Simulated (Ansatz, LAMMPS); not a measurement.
# Ionic liquid MMIM+ triflate with Li salt at 300 K (129 atoms) in motion

Wanted: a short trajectory of ionic liquid MMIM+ triflate with Li salt at 300 K (129 atoms) with its pair distributions.

Main program and level: Ansatz 0.2.0; Kohn-Sham DFT, LDA, PAW (set soft_2), plane waves.

### 1. The structure

The cell holds 129 atoms: 31 C, 10 N, 45 H, 18 O, 6 S, 18 F and 1 Li. Cell: a = 11.596 Å, b = 11.596 Å, c = 11.596 Å, α = 90.0°, β = 90.0°, γ = 90.0°. 5 MMIM+, 6 triflate, 1 Li+ placed at random, at 1.48 g/cm³; overlaps pushed apart, then 10 ps at 700 K with Joung-Cheatham ions (J. Phys. Chem. B 112, 9020 (2008)); MMFF94 bonds, angles, torsions, charges and radii (Halgren, J. Comput. Chem. 17, 490 (1996)) in harmonic and 12-6 forms; charges of ions scaled by 0.8. Snapshot after 30 ps at 300 K and fixed volume.

What the set-up can't give: The network of contacts between molecules at the start is that of the classical potential that made the cell. The functional has no dispersion term, which matters for the binding between molecules or layers, where LDA binds through overlap of densities alone. The density was typed from a rule of thumb and may lie off the real one at this temperature. Only the Γ point is sampled, in a cell whose shortest periodic width is 12 Å.

### 2. Single point at the start

The forces at the start show how far the geometry lies from a minimum of this functional.

input.yaml

```yaml
crystal:
  lattice:
    - [11.59625, 0.0, 0.0]
    - [0.0, 11.59625, 0.0]
    - [0.0, 0.0, 11.59625]
  atoms:
    - { symbol: C, position: [0.68968, 0.82253, 0.68086] }
    - { symbol: "N", position: [0.77977, 0.8186, 0.77002] }
    - { symbol: C, position: [0.89737, 0.8178, 0.74296] }
    - { symbol: C, position: [0.9557, 0.80336, 0.84274] }
    [... 119 atom lines left out ...]
    - { symbol: O, position: [0.36019, 0.39869, 0.01878] }
    - { symbol: C, position: [0.37721, 0.22569, 0.15982] }
    - { symbol: F, position: [0.33707, 0.12158, 0.18212] }
    - { symbol: F, position: [0.34907, 0.29643, 0.24848] }
    - { symbol: F, position: [0.49182, 0.20908, 0.15808] }
    - { symbol: Li, position: [0.44565, 0.53657, 0.04637] }
kpoints:
  mp_grid: { grid: [1, 1, 1] }
hamiltonian:
  xc: lda
scf:
  occupations: { method: fixed }
output:
  forces: true
```

Started as:

```bash
> ansatz run input.yaml --threads 4 --pin off --max-ram 8192MiB --backend cpu --events-out ev --progress --plain --runs-dir out
```

Run time: 10 s. Hardware: 4 threads of Arm Neoverse V2, shared host; peak memory 1.7 GiB.

Numbers from this run:

| Item | Value |
| --- | --- |
| free energy | -41653.0406 eV |
| free energy per atom | -322.8918 eV/atom |
| SCF cycles | 11 |
| r.m.s. force component | 1.073 eV/Å |
| longest force | 3.878 eV/Å |
| Fermi energy | 0.3062 eV |

The r.m.s. force component of 1.1 eV/Å sets the starting point.

Neighbours are counted within 1.34 Å (H-C), 1.77 Å (C-C), 1.62 Å (C-F), 1.79 Å (C-N), 2.21 Å (C-S), 1.88 Å (O-S), 2.27 Å (O-Li).

Length of the force by element and coordination:

| element | coordination | atoms | mean length of the force (eV/Å) | spread | least | most |
| --- | --- | --- | --- | --- | --- | --- |
| C | all | 31 | 2.35 | 0.834 | 0.851 | 3.88 |
| C | 3 | 15 | 1.91 | 0.601 | 0.851 | 2.82 |
| C | 4 | 16 | 2.76 | 0.810 | 1.38 | 3.88 |
| F | all | 18 | 1.84 | 0.633 | 0.917 | 2.86 |
| H | all | 45 | 1.08 | 0.865 | 0.146 | 3.43 |
| Li | all | 1 | 0.483 | 0 | 0.483 | 0.483 |
| N | all | 10 | 1.65 | 0.629 | 0.692 | 2.73 |
| O | all | 18 | 1.31 | 0.556 | 0.633 | 2.41 |
| O | 1 | 15 | 1.30 | 0.591 | 0.633 | 2.41 |
| O | 2 | 3 | 1.34 | 0.332 | 1.05 | 1.80 |
| S | all | 6 | 2.23 | 0.517 | 1.60 | 2.93 |

### 3. Dynamics started at 300 K

Without a thermostat the total energy must stay constant, which tests forces and time step. The time step is 0.5 fs, short enough for the stretching of bonds to hydrogen.

Edit input.yaml of step 2 so:

```diff
@@ -15 +15,8 @@
   forces: true
+md:
+  timestep: 0.5
+  n_steps: 276
+  ensemble: nve
+  temperature: 300
+  initial_velocities: maxwell_boltzmann
+  seed: 7479
```

Elapsed: 26 min, on 4 threads; peak memory 1.7 GiB.

The program notes that it switched symmetry off.

The trajectory, sampled:

| time (fs) | T (K) | potential (meV/atom) | conserved (meV/atom) |
| --- | --- | --- | --- |
| 0.0 | 300 | 0.0 | 0.00 |
| 9.0 | 396 | -12.4 | -0.10 |
| 18.5 | 349 | -6.4 | -0.03 |
| 27.5 | 344 | -5.6 | -0.02 |
| 37.0 | 402 | -13.2 | -0.09 |
| 46.0 | 357 | -7.3 | -0.01 |
| 55.0 | 392 | -11.9 | -0.07 |
| 64.5 | 399 | -12.8 | -0.04 |
| 73.5 | 385 | -10.9 | -0.05 |
| 83.0 | 384 | -10.9 | -0.06 |
| 92.0 | 422 | -15.6 | -0.02 |
| 101.0 | 386 | -11.1 | -0.08 |
| 110.5 | 366 | -8.5 | -0.05 |
| 119.5 | 385 | -10.9 | -0.02 |
| 129.0 | 355 | -7.1 | -0.03 |
| 138.0 | 390 | -11.6 | -0.08 |

Mean square displacement from the first frame to the last: C 0.31 Å², N 0.18 Å², H 1.3 Å², O 0.39 Å², S 0.20 Å², F 0.34 Å², Li 0.96 Å².

Mean square displacement against time lag:

| time lag (fs) | C (Å²) | F (Å²) | H (Å²) | Li (Å²) | N (Å²) | O (Å²) | S (Å²) |
| --- | --- | --- | --- | --- | --- | --- | --- |
| 0.5 | 2.0e-5 | 1.3e-5 | 2.1e-4 | 4.1e-5 | 1.5e-5 | 1.8e-5 | 9.9e-6 |
| 3.0 | 7.0e-4 | 4.6e-4 | 0.00688 | 0.00147 | 5.3e-4 | 6.3e-4 | 3.5e-4 |
| 6.0 | 0.00258 | 0.00181 | 0.0215 | 0.00588 | 0.00194 | 0.00246 | 0.00134 |
| 11.5 | 0.00746 | 0.00616 | 0.0506 | 0.0213 | 0.00546 | 0.00822 | 0.00424 |
| 14.5 | 0.0101 | 0.00929 | 0.0682 | 0.0334 | 0.00726 | 0.0122 | 0.00605 |
| 17.5 | 0.0125 | 0.0128 | 0.0810 | 0.0481 | 0.00888 | 0.0166 | 0.00783 |
| 20.0 | 0.0144 | 0.0160 | 0.0873 | 0.0622 | 0.0102 | 0.0205 | 0.00926 |
| 23.0 | 0.0167 | 0.0201 | 0.0970 | 0.0812 | 0.0121 | 0.0254 | 0.0110 |
| 29.0 | 0.0227 | 0.0296 | 0.131 | 0.126 | 0.0168 | 0.0367 | 0.0147 |
| 31.5 | 0.0258 | 0.0339 | 0.146 | 0.147 | 0.0191 | 0.0420 | 0.0164 |
| 34.5 | 0.0299 | 0.0395 | 0.168 | 0.174 | 0.0216 | 0.0489 | 0.0185 |
| 37.5 | 0.0344 | 0.0453 | 0.193 | 0.204 | 0.0240 | 0.0560 | 0.0208 |
| 40.0 | 0.0382 | 0.0503 | 0.213 | 0.230 | 0.0258 | 0.0621 | 0.0227 |
| 46.0 | 0.0479 | 0.0624 | 0.259 | 0.298 | 0.0303 | 0.0772 | 0.0275 |
| 49.0 | 0.0531 | 0.0686 | 0.288 | 0.335 | 0.0329 | 0.0849 | 0.0302 |
| 51.5 | 0.0577 | 0.0738 | 0.312 | 0.368 | 0.0353 | 0.0915 | 0.0327 |
| 54.5 | 0.0634 | 0.0802 | 0.342 | 0.410 | 0.0384 | 0.0996 | 0.0361 |
| 57.5 | 0.0695 | 0.0869 | 0.374 | 0.454 | 0.0416 | 0.108 | 0.0401 |
| 63.0 | 0.0816 | 0.100 | 0.434 | 0.539 | 0.0477 | 0.125 | 0.0487 |
| 66.0 | 0.0887 | 0.108 | 0.463 | 0.588 | 0.0513 | 0.135 | 0.0538 |
| 69.0 | 0.0960 | 0.115 | 0.496 | 0.638 | 0.0550 | 0.146 | 0.0590 |

The drift taken off is the plain mean over atoms, not the centre of mass, so with hydrogen in the cell the heavy atoms' values at short lags are too large.

Over the second half of 138 fs the temperature averages 384 K with swings of 23 K r.m.s. The conserved energy stays within 0.10 meV/atom. From first frame to last H has the largest mean square displacement, 1.3 Å² at the end; the farthest move is 2.74 Å. The mean temperature of 384 K lies well off the 300 K of the input: without a thermostat, the energy that the start releases heats the cell. The run spans 0.14 ps, too short for its means to be equilibrium values.

### 4. Distances and neighbours late in the run

The g(r) is a mean over the second half; what follows it is taken at the last frame.

Bonds before and after, by the cutoffs listed below:

| pair | bonds before | bonds after | mean before (Å) | mean after (Å) | spread before (Å) | spread after (Å) |
| --- | --- | --- | --- | --- | --- | --- |
| H-C | 45 | 45 | 1.087 | 1.094 | 0.034 | 0.027 |
| C-C | 5 | 5 | 1.362 | 1.350 | 0.009 | 0.020 |
| C-F | 18 | 18 | 1.373 | 1.351 | 0.024 | 0.038 |
| C-N | 30 | 30 | 1.392 | 1.389 | 0.053 | 0.054 |
| C-S | 6 | 6 | 1.856 | 1.866 | 0.019 | 0.027 |
| O-S | 18 | 18 | 1.453 | 1.451 | 0.018 | 0.024 |
| O-Li | 3 | 3 | 1.898 | 1.856 | 0.042 | 0.063 |

Density 1.48 g/cm³, 12.09 Å³ an atom.

Mean of 14 frames. g(r), total and by pair (bins of 0.2 Å):

| r (Å) | total | H-H | H-C | H-F | H-O | H-N | H-S |
| --- | --- | --- | --- | --- | --- | --- | --- |
| 0.90 | 0.01 | 0.00 | 0.07 | 0.00 | 0.00 | 0.00 | 0.00 |
| 1.10 | 2.74 | 0.00 | 16.35 | 0.00 | 0.00 | 0.00 | 0.00 |
| 1.30 | 1.72 | 0.00 | 0.15 | 0.00 | 0.00 | 0.00 | 0.00 |
| 1.50 | 1.07 | 0.00 | 0.00 | 0.00 | 0.00 | 0.00 | 0.00 |
| 1.70 | 0.42 | 3.26 | 0.00 | 0.00 | 0.00 | 0.00 | 0.00 |
| 1.90 | 0.53 | 2.47 | 0.00 | 0.00 | 0.26 | 0.86 | 0.00 |
| 2.10 | 1.35 | 0.15 | 0.28 | 0.18 | 0.95 | 12.70 | 0.00 |
| 2.30 | 0.70 | 0.47 | 0.62 | 0.26 | 1.60 | 1.76 | 0.00 |
| 2.50 | 0.94 | 1.00 | 0.41 | 0.58 | 1.59 | 0.02 | 0.00 |
| 2.70 | 1.02 | 1.27 | 1.44 | 0.79 | 1.33 | 0.16 | 0.43 |
| 2.90 | 0.82 | 1.04 | 1.39 | 0.53 | 0.80 | 0.22 | 1.76 |
| 3.10 | 0.78 | 0.89 | 1.11 | 0.59 | 0.61 | 0.29 | 1.12 |
| 3.30 | 1.07 | 1.01 | 1.97 | 0.81 | 0.77 | 1.48 | 1.40 |
| 3.50 | 0.96 | 1.10 | 0.83 | 0.89 | 1.01 | 0.50 | 1.58 |
| 3.70 | 0.99 | 1.23 | 0.70 | 0.94 | 0.94 | 0.83 | 1.61 |
| 3.90 | 0.93 | 1.00 | 1.08 | 0.86 | 0.84 | 1.53 | 1.11 |
| 4.10 | 1.03 | 0.77 | 1.42 | 1.11 | 1.15 | 1.77 | 0.69 |
| 4.30 | 1.08 | 1.03 | 1.33 | 1.16 | 1.22 | 1.53 | 1.15 |
| 4.50 | 1.00 | 0.76 | 1.10 | 0.98 | 1.17 | 0.90 | 1.15 |
| 4.70 | 0.97 | 0.86 | 0.97 | 1.12 | 1.19 | 0.88 | 0.90 |
| 4.90 | 1.01 | 1.10 | 0.89 | 1.06 | 1.01 | 0.95 | 0.82 |
| 5.10 | 1.01 | 1.04 | 0.94 | 1.21 | 0.99 | 0.96 | 1.11 |
| 5.30 | 1.07 | 1.03 | 0.93 | 1.42 | 0.86 | 0.96 | 1.15 |
| 5.50 | 1.05 | 0.91 | 1.10 | 1.22 | 0.95 | 1.04 | 1.10 |
| 5.70 | 1.01 | 0.89 | 0.96 | 1.03 | 1.18 | 0.68 | 0.98 |

Bonds by pair of elements; cutoffs follow the first minimum of g(r), held within bounds set by covalent radii, and pairs that aren't listed don't count as bonded:

| pair A-B | cutoff (Å) | bonds | mean length (Å) | spread (Å) | shortest (Å) | B about A | A about B |
| --- | --- | --- | --- | --- | --- | --- | --- |
| H-C | 1.34 | 45 | 1.09 | 0.027 | 1.05 | 1 | 1.45 |
| C-C | 1.77 | 5 | 1.35 | 0.02 | 1.32 | 0.323 | 0.323 |
| C-F | 1.62 | 18 | 1.35 | 0.038 | 1.27 | 0.581 | 1 |
| C-N | 1.79 | 30 | 1.39 | 0.054 | 1.29 | 0.968 | 3 |
| C-S | 2.21 | 6 | 1.87 | 0.027 | 1.82 | 0.194 | 1 |
| O-S | 1.93 | 18 | 1.45 | 0.024 | 1.41 | 1 | 3 |
| O-Li | 2.43 | 3 | 1.86 | 0.063 | 1.77 | 0.167 | 3 |

How many atoms have how many bonded neighbours:

| element | mean | 1 | 2 | 3 | 4 |
| --- | --- | --- | --- | --- | --- |
| C | 3.52 | 0 | 0 | 15 | 16 |
| F | 1 | 18 | 0 | 0 | 0 |
| H | 1 | 45 | 0 | 0 | 0 |
| Li | 3 | 0 | 0 | 1 | 0 |
| N | 3 | 0 | 0 | 10 | 0 |
| O | 1.17 | 15 | 3 | 0 | 0 |
| S | 4 | 0 | 0 | 0 | 6 |

Bond angles, per cent of each kind in bins of 5°:

| angle (°) | H-C-N | C-N-C | H-C-H | F-C-S | F-C-F |
| --- | --- | --- | --- | --- | --- |
| 95–100 | 0.0 | 0.0 | 3.3 | 0.0 | 0.0 |
| 100–105 | 8.0 | 0.0 | 20.0 | 5.6 | 38.9 |
| 105–110 | 16.0 | 30.0 | 33.3 | 27.8 | 50.0 |
| 110–115 | 28.0 | 3.3 | 36.7 | 33.3 | 11.1 |
| 115–120 | 16.0 | 3.3 | 6.7 | 27.8 | 0.0 |
| 120–125 | 20.0 | 26.7 | 0.0 | 5.6 | 0.0 |
| 125–130 | 12.0 | 30.0 | 0.0 | 0.0 | 0.0 |
| 130–135 | 0.0 | 6.7 | 0.0 | 0.0 | 0.0 |

Bond angles (no mean is given where the spread exceeds 20°):

| angle | count | mean (°) | spread (°) |
| --- | --- | --- | --- |
| H-C-N | 50 | 116 | 7.4 |
| C-N-C | 30 | 120 | 8.8 |
| H-C-H | 30 | 108 | 4.3 |
| F-C-S | 18 | 113 | 4.5 |
| F-C-F | 18 | 106 | 3 |

Bond length by coordination (bonds to H left out):

| element | coordination | atoms | mean bond length (Å) |
| --- | --- | --- | --- |
| C | 3 | 15 | 1.36 |
| C | 4 | 16 | 1.47 |
| O | 1 | 15 | 1.45 |
| O | 2 | 3 | 1.66 |

Rings of the network by King's shortest-path rule, up to 12 atoms, one path for each pair of neighbours; H, halogens, alkali and alkaline-earth atoms are left out, and the last column divides by all other atoms, bonded or not:

| ring size (atoms) | rings | per network atom |
| --- | --- | --- |
| 5 | 5 | 0.077 |

First main peaks of g(r), for some of the pairs, lie near 1.8 Å (H-H), 1.1 Å (H-C), 2.3 Å (H-O) and 2.1 Å (H-N). By these cutoffs 52 % of C atoms have 4, all F atoms have 1, all H atoms have 1 and all Li atoms have 3 bonded neighbours. The H-C-N angle averages 116° with a spread of 7°. All rings counted have 5 atoms.

### 5. Single point at the last frame

The last frame is solved again with fuller output, to read the electronic structure of a thermally displaced geometry.

input.yaml

```yaml
crystal:
  lattice:
    - [11.59625, 0.0, 0.0]
    - [0.0, 11.59625, 0.0]
    - [0.0, 0.0, 11.59625]
  atoms:
    - { symbol: C, position: [0.64042, 0.85546, 0.74699] }
    - { symbol: "N", position: [0.75684, 0.85518, 0.7925] }
    - { symbol: C, position: [0.8553, 0.87736, 0.73195] }
    - { symbol: C, position: [0.94723, 0.86274, 0.80335] }
    [... 119 atom lines left out ...]
    - { symbol: O, position: [0.32781, 0.412, 0.97114] }
    - { symbol: C, position: [0.38421, 0.26525, 0.14934] }
    - { symbol: F, position: [0.32225, 0.1733, 0.19273] }
    - { symbol: F, position: [0.37498, 0.35309, 0.2142] }
    - { symbol: F, position: [0.49059, 0.22619, 0.15052] }
    - { symbol: Li, position: [0.40632, 0.5432, 0.97184] }
kpoints:
  mp_grid: { grid: [1, 1, 1] }
hamiltonian:
  xc: lda
scf:
  occupations: { method: fixed }
output:
  forces: true
  stress: true
  populations: true
  dos:
    method: { smearing: { sigma: 0.1 } }
    de: 0.1
    projected: { site_lists: { C: [C], F: [F], H: [H], Li: [Li], "N": ["N"] } }
  eigenvalues: true
  write_density: true
  write_potential: true
  volumetric_format: npy
  elf: true
```

Wall time 20 s (4 threads); peak memory 1.9 GiB; 75 s of CPU time.

The program notes that the exchange-correlation potential is rough where the density is thin.

Read from the output:

```yaml
free_energy: -41654.5440 eV
free_energy_per_atom: -322.9034 eV/atom
scf_cycles: 11
pressure: -0.6781 GPa
r_m_s_force_component: 0.9466 eV/Å
longest_force: 3.578 eV/Å
fermi_energy: -0.4975 eV
spacing_of_highest_filled_and_lowest_empty_level: 4.079 eV
spilling_of_the_projection: 0.0148
```

Neighbours are counted within 1.34 Å (H-C), 1.77 Å (C-C), 1.62 Å (C-F), 1.79 Å (C-N), 2.21 Å (C-S), 1.93 Å (O-S), 2.43 Å (O-Li), the cutoffs taken from the dynamics.

Length of the force by element and coordination:

| element | coordination | atoms | mean length of the force (eV/Å) | spread | least | most |
| --- | --- | --- | --- | --- | --- | --- |
| C | all | 31 | 2.18 | 0.666 | 0.975 | 3.58 |
| C | 3 | 15 | 2.15 | 0.664 | 0.975 | 3.58 |
| C | 4 | 16 | 2.21 | 0.667 | 0.979 | 3.46 |
| F | all | 18 | 1.29 | 0.511 | 0.563 | 2.23 |
| H | all | 45 | 0.879 | 0.479 | 0.118 | 1.95 |
| Li | all | 1 | 0.555 | 0 | 0.555 | 0.555 |
| N | all | 10 | 1.38 | 0.478 | 0.554 | 2.13 |
| O | all | 18 | 1.32 | 0.818 | 0.177 | 2.93 |
| O | 1 | 15 | 1.39 | 0.878 | 0.177 | 2.93 |
| O | 2 | 3 | 0.964 | 0.110 | 0.850 | 1.11 |
| S | all | 6 | 2.47 | 0.885 | 1.09 | 3.51 |

Löwdin charges by element and coordination (they lack the spilled electrons, 0.056 e an atom on average):

| element | coordination | atoms | mean charge (e) | spread | least | most |
| --- | --- | --- | --- | --- | --- | --- |
| C | all | 31 | -0.023 | 0.357 | -0.410 | 0.661 |
| C | 3 | 15 | -0.0335 | 0.0668 | -0.103 | 0.0638 |
| C | 4 | 16 | -0.0132 | 0.493 | -0.410 | 0.661 |
| F | all | 18 | -0.218 | 0.0255 | -0.267 | -0.165 |
| H | all | 45 | 0.236 | 0.0158 | 0.199 | 0.266 |
| Li | all | 1 | 0.756 | 0 | 0.756 | 0.756 |
| N | all | 10 | 0.0659 | 0.0159 | 0.0511 | 0.0902 |
| O | all | 18 | -0.771 | 0.0219 | -0.827 | -0.728 |
| O | 1 | 15 | -0.764 | 0.0155 | -0.789 | -0.728 |
| O | 2 | 3 | -0.805 | 0.0153 | -0.827 | -0.791 |
| S | all | 6 | 2.29 | 0.0242 | 2.24 | 2.32 |

Density of states as counts of states in windows of 1 eV (from the Fermi level), total and the larger projections:

| from (eV) | to (eV) | total | C p | F p | H s | N p | C s |
| --- | --- | --- | --- | --- | --- | --- | --- |
| -18 | -17 | 10.2 | 2.3 | 0.0 | 0.3 | 0.1 | 1.2 |
| -17 | -15 | 0.0 | 0.0 | 0.0 | 0.0 | 0.0 | 0.0 |
| -15 | -14 | 3.3 | 0.4 | 0.0 | 0.4 | 0.9 | 1.5 |
| -14 | -13 | 9.4 | 0.8 | 0.0 | 1.2 | 2.9 | 4.2 |
| -13 | -12 | 7.5 | 0.2 | 0.1 | 1.0 | 2.7 | 3.3 |
| -12 | -11 | 21.7 | 1.4 | 4.1 | 2.4 | 2.4 | 6.3 |
| -11 | -10 | 3.8 | 1.2 | 0.1 | 0.4 | 1.4 | 0.6 |
| -10 | -9 | 23.4 | 6.7 | 4.5 | 1.8 | 3.1 | 2.2 |
| -9 | -8 | 24.5 | 5.8 | 12.5 | 1.3 | 0.8 | 1.2 |
| -8 | -7 | 26.6 | 6.4 | 5.7 | 2.4 | 2.1 | 1.2 |
| -7 | -6 | 14.6 | 5.5 | 0.5 | 1.3 | 4.6 | 0.3 |
| -6 | -5 | 56.4 | 15.2 | 10.4 | 7.1 | 6.8 | 1.0 |
| -5 | -4 | 58.3 | 10.5 | 26.0 | 4.5 | 2.2 | 0.6 |
| -4 | -3 | 51.9 | 15.0 | 23.7 | 7.4 | 1.6 | 0.1 |
| -3 | -2 | 28.0 | 1.6 | 4.8 | 0.5 | 0.5 | 0.1 |
| -2 | -1 | 38.3 | 4.7 | 2.3 | 1.5 | 4.1 | 0.6 |
| -1 | 0 | 28.2 | 9.0 | 1.2 | 0.4 | 1.5 | 0.6 |
| 0 | 1 | 2.2 | 0.3 | 0.0 | 0.0 | 0.0 | 0.0 |
| 1 | 3 | 0.0 | 0.0 | 0.0 | 0.0 | 0.0 | 0.0 |
| 3 | 4 | 0.3 | 0.2 | 0.0 | 0.0 | 0.1 | 0.0 |
| 4 | 5 | 14.0 | 8.1 | 0.0 | 0.8 | 3.7 | 0.1 |

With fixed occupations the program's Fermi level is the highest filled level; weight inside the gap is the broadening of levels at its edges.

Between -26 and -18 eV lie 70 more states.

Not all projections were asked for or kept, so they needn't add up to the total.

The levels nearest the highest filled one (over half full), pooled over k-points and spins:

| level less the highest filled one (eV) | occupation |
| --- | --- |
| -0.200 | 2 |
| -0.160 | 2 |
| -0.108 | 2 |
| -0.0655 | 2 |
| -0.0212 | 2 |
| 0 | 2 |
| 4.08 | 0 |
| 4.15 | 0 |
| 4.18 | 0 |
| 4.47 | 0 |
| 4.63 | 0 |
| 4.72 | 0 |

Mean Löwdin charges: C -0.02, F -0.22, H +0.24, Li +0.76, N +0.07, O -0.77 e (they miss 1.5 % of the electrons, so they add up to more than the cell's charge).

### 6. Outcome

```
mean temperature, second half                                : 384 K
temperature swing, second half                               : 22.9 K
slope of the conserved energy against time, by least squares : 0.0093 meV/atom/ps
free energy per atom                                         : -322.9034 eV/atom
pressure                                                     : -0.6781 GPa
r.m.s. force component                                       : 0.9466 eV/Å
gap (highest filled to lowest empty level)             : 4.079 eV
wall time of the 3 DFT runs                                  : 27 min
```

Over the second half of 138 fs the temperature averages 384 K with swings of 23 K r.m.s. The conserved energy stays within 0.10 meV/atom. The mean temperature of 384 K lies well off the 300 K of the input: without a thermostat, the energy that the start releases heats the cell. The run spans 0.14 ps, too short for its means to be equilibrium values. With the cutoffs above, 52 % of C atoms have 4, all F atoms have 1, all H atoms have 1 and all Li atoms have 3 bonded neighbours. Between filled and empty levels lie 4.08 eV (at Γ alone); a local or semilocal functional tends to put such gaps too low. In a disordered cell it changes from sample to sample and from frame to frame.

**Limits.** The network of contacts between molecules at the start is that of the classical potential that made the cell; DFT moved the atoms only locally, and no bond changed. The pressure of a single frame lacks the kinetic term, about 0.44 GPa here.

[Logs are printed without paths, hosts, clocks, repeated set-up lines and the standing remarks that a program may print on its own settings, such as how far it seeks lower states.]

[Hosts, paths, dates, database ids (printed as entryN), source tags and the programs' standing remarks are cut or masked in the printed files.]

[The MMFF94 radii named for the starting cell were scaled by 0.96; in molecules described by MMFF94, hydrogen bound to N, O or S took a small fixed 12-6 site in their place.]
